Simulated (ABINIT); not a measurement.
**MgO (Periclase): changed settings of a GW run in ABINIT**

A base run on MgO (Periclase), then changed inputs.

Method: PBE and many-body steps on it, plane waves, in ABINIT 10.8.3.

Most raw output is cut from this account.

The database entry behind the starting cell differs from later determinations by our own check (about 0.1 % long), so it need not match the best structure at ambient conditions.

**1. Starting point**

Symmetry: Fm-3m, No. 225, cubic system. Conventional cell: a = 4.217 Å, b = 4.217 Å, c = 4.217 Å, α = 90.00°, β = 90.00°, γ = 90.00°. Nearest to Mg lie 6 O at 2.11 Å. Nearest to O lie 6 Mg at 2.11 Å. Farther neighbours and most contacts between anions are not listed.

The cell and positions come from the Crystallography Open Database and are kept as given unless a step says otherwise.

**2. Screening, 6×6×6 mesh, 78 bands, screening to 217.7 eV**

This step: ABINIT 10.8.3; RPA screening on PBE, plane waves, norm-conserving pseudopotentials.

The RPA dielectric matrix is built and inverted for each q.

The input, run.abi:

```
acell 3*1.0 Angstrom
rprim 
  -0.000000000000 2.108500000000 2.108500000000
  2.108500000000 0.000000000000 2.108500000000
  2.108500000000 2.108500000000 0.000000000000
ntypat 2
znucl 12 8
natom 2
typat 1 2
xred 
  0.000000000000 0.000000000000 0.000000000000
  0.500000000000 0.500000000000 0.500000000000
pp_dirpath "pseudos"
pseudos "Mg.upf, O.upf"
ecut 38
ngkpt 6 6 6
nshiftk 1
shiftk 0 0 0
kptopt 1
chksymbreak 0
istwfk *1
occopt 1
irdwfk 1
optdriver 3
nband 78
ecuteps 8
inclvkb 2
awtr 1
symchi 1
indata_prefix "in"
outdata_prefix "out"
tmpdata_prefix "tmp"
```

The run is started by

```bash
OMP_NUM_THREADS=1 mpirun -n 8 abinit run.abi > log
```

It took 22 s on 8 MPI ranks of Arm Neoverse V2, shared host; peak memory 1.1 GiB.

This step gave:

- ε∞ with local fields, on this mesh, along the program's q direction: 3.034
- the same without local fields: 3.254
- plasma frequency: 34.30 eV
- plane waves in the screening matrix: 137

Local fields lower ε∞ by 7 %.

**3. Base**

The self-energy is evaluated for the states that the input lists, and the levels follow from it, in one-shot runs by the linearised quasiparticle equation.

This step: G0W0 on PBE, plane waves, norm-conserving pseudopotentials.

Changes to run.abi since step 2:

```diff
@@ -23,8 +23,15 @@
 irdwfk 1
-optdriver 3
+optdriver 4
 nband 78
+gwcalctyp 0
+ecutsigx 38
+symsigma 1
+nkptgw 1
+kptgw 
+  0.0000000000 0.0000000000 0.0000000000
+bdgw 
+  6 12
 ecuteps 8
-inclvkb 2
-awtr 1
-symchi 1
+irdscr 1
+ppmodel 1
 indata_prefix "in"
```

The job ended after 2.7 s (8 MPI ranks; peak memory 0.14 GiB; 21 s of CPU time).

This step gave:

```yaml
g0w0_gap_on_the_points_computed: 6.972 eV
starting_gap_on_the_mesh: 4.733 eV
k_of_the_valence_top: 0, 0, 0
k_of_the_conduction_bottom: 0, 0, 0
z_at_the_valence_top: 0.807
z_at_the_conduction_bottom: 0.855
least_direct_g0w0_gap_on_the_computed_points: 6.972 eV
```

The gap on the mesh goes from 4.73 eV to 6.97 eV, a correction of +2.24 eV.

**4. Fewer bands in the self-energy**

Changes to run.abi since step 3:

```diff
@@ -24,3 +24,3 @@
 optdriver 4
-nband 78
+nband 14
 gwcalctyp 0
```

The job ended after 1.9 s (8 MPI ranks; peak memory 0.13 GiB).

Numbers from this step:

```
G0W0 gap on the points computed              : 6.627 eV
starting gap on the mesh                     : 4.733 eV
k of the valence top                         : 0, 0, 0
k of the conduction bottom                   : 0, 0, 0
Z at the valence top                         : 0.816
Z at the conduction bottom                   : 0.863
least direct G0W0 gap on the computed points : 6.627 eV
```

**5. No symmetry in the self-energy**

Changes to run.abi since step 4:

```diff
@@ -24,6 +24,6 @@
 optdriver 4
-nband 14
+nband 78
 gwcalctyp 0
 ecutsigx 38
-symsigma 1
+symsigma 0
 nkptgw 1
```

The job ended after 15 s (8 MPI ranks; peak memory 1 GiB).

Numbers from this step:

| Quantity | Value |
| --- | --- |
| G0W0 gap on the points computed | 6.971 eV |
| starting gap on the mesh | 4.733 eV |
| k of the valence top | 0, 0, 0 |
| k of the conduction bottom | 0, 0, 0 |
| least direct G0W0 gap on the computed points | 6.971 eV |

Against G0W0 in ABINIT (6×6×6 mesh, 78 bands, screening to 217.7 eV, Godby-Needs plasmon pole), the gap moves by −0.001 eV.

**6. Smaller part of the screening matrix**

Changes to run.abi since step 5:

```diff
@@ -27,3 +27,3 @@
 ecutsigx 38
-symsigma 0
+symsigma 1
 nkptgw 1
@@ -33,3 +33,3 @@
   6 12
-ecuteps 8
+ecuteps 4
 irdscr 1
```

Elapsed: 2.1 s, on 8 MPI ranks; peak memory 0.12 GiB.

Numbers from this step:

```yaml
g0w0_gap_on_the_points_computed: 6.875 eV
starting_gap_on_the_mesh: 4.733 eV
k_of_the_valence_top: 0, 0, 0
k_of_the_conduction_bottom: 0, 0, 0
z_at_the_valence_top: 0.812
z_at_the_conduction_bottom: 0.858
least_direct_g0w0_gap_on_the_computed_points: 6.875 eV
```

**7. Broadening of the poles**

Changes to run.abi since step 6:

```diff
@@ -33,5 +33,6 @@
   6 12
-ecuteps 4
+ecuteps 8
 irdscr 1
 ppmodel 1
+zcut 0.01 eV
 indata_prefix "in"
```

It took 2.7 s on 8 MPI ranks; peak memory 0.14 GiB; 21 s of CPU time.

This step gave:

```yaml
g0w0_gap_on_the_points_computed: 6.972 eV
starting_gap_on_the_mesh: 4.733 eV
k_of_the_valence_top: 0, 0, 0
k_of_the_conduction_bottom: 0, 0, 0
least_direct_g0w0_gap_on_the_computed_points: 6.972 eV
```

Against G0W0 in ABINIT (6×6×6 mesh, 78 bands, screening to 217.7 eV, Godby-Needs plasmon pole), the gap moves by +0.000 eV.

**8. Contour deformation on a plasmon-pole file**

Changes to run.abi since step 7:

```diff
@@ -25,3 +25,3 @@
 nband 78
-gwcalctyp 0
+gwcalctyp 2
 ecutsigx 38
@@ -35,4 +35,2 @@
 irdscr 1
-ppmodel 1
-zcut 0.01 eV
 indata_prefix "in"
```

The job ended after 1.7 s (8 MPI ranks; peak memory 0.13 GiB).

The run stopped with an error after 1.7 s.

The fault put into this input: contour deformation on a plasmon-pole file.

**9. A keyword of another program**

Changes to run.abi since step 8:

```diff
@@ -25,3 +25,3 @@
 nband 78
-gwcalctyp 2
+gwcalctyp 0
 ecutsigx 38
@@ -35,2 +35,4 @@
 irdscr 1
+ppmodel 1
+ENCUTGW 100
 indata_prefix "in"
```

Run time: 0.65 s. Hardware: 8 MPI ranks; peak memory 0.05 GiB.

The run stopped with an error after 0.65 s.

The program's words: Found token: `ENCUTGW` in the input file. This name is not one of the registered input variable names (see Action: check your input file. Perhaps you mistyped the input variable, or specified "img", although this was not permitted for this input variable.

The fault put into this input: a keyword of another program.

**10. The runs together**

Times are wall times on 8 MPI ranks of Arm Neoverse V2, shared host, good to a factor of about two. A run's time includes the screening step that it read.

| run | mesh | bands | screening cutoff (eV) | DFT gap (eV) | gap on the mesh (eV) | direct (eV) | ε∞ used | time |
| --- | --- | --- | --- | --- | --- | --- | --- | --- |
| base | 6×6×6 | 78 | 217.7 | 4.733 | 6.972 | 6.972 | 3.03 | 25 s |
| fewer bands in the self-energy | 6×6×6 | 14 | 217.7 | 4.733 | 6.627 | 6.627 | 3.03 | 24 s |
| no symmetry in the self-energy | 6×6×6 | 78 | 217.7 | 4.733 | 6.971 | 6.971 | 3.03 | 37 s |
| smaller part of the screening matrix | 6×6×6 | 78 | 108.8 | 4.733 | 6.875 | 6.875 | 3.03 | 24 s |
| broadening of the poles | 6×6×6 | 78 | 217.7 | 4.733 | 6.972 | 6.972 | 3.03 | 25 s |

**11. Summary of results**

| Item | Value |
| --- | --- |
| base | 6.972 eV |
| fewer bands in the self-energy | 6.627 eV |
| no symmetry in the self-energy | 6.971 eV |
| smaller part of the screening matrix | 6.875 eV |
| broadening of the poles | 6.972 eV |
| known limits | not at the basis limit |

Fewer bands in the self-energy: −0.345 eV against base (keys changed: nband). No symmetry in the self-energy: no change against base (keys changed: symsigma). Smaller part of the screening matrix: −0.097 eV against base (keys changed: ecuteps). Broadening of the poles: no change against base (keys changed: zcut). Bands and cutoff are finite, so the gap is not at the basis limit. The miss can reach some tenths of an eV and take either sign; the mesh is an error of its own. In the G0W0 runs levels were corrected at 1 k point alone, so a gap called «on the mesh» is the least over those, and an edge elsewhere would be missed.

[Paths, hosts, dates, memory and timing lines, banners, echoed tables and standing remarks are left out of the program output.]

[Logs are printed without paths, hosts, clocks, repeated set-up lines and the standing remarks that a program may print on its own settings, such as how far it seeks lower states.]

[Runs of the session that timed out or met a known fault of the program may be left out.]

[Hosts, paths, dates, database ids (printed as entryN), source tags and the programs' standing remarks are cut or masked in the printed files.]

[G0W0 gaps are taken among the corrected bands and points alone; a level outside them can change the order at an edge.]

[Where Ansatz stands beside ABINIT at settings called matched, ABINIT's density can come from a denser mesh and the files from another edition; pairs whose starting gaps differed by over 0.03 eV were left out, so agreement reads better than it is.]
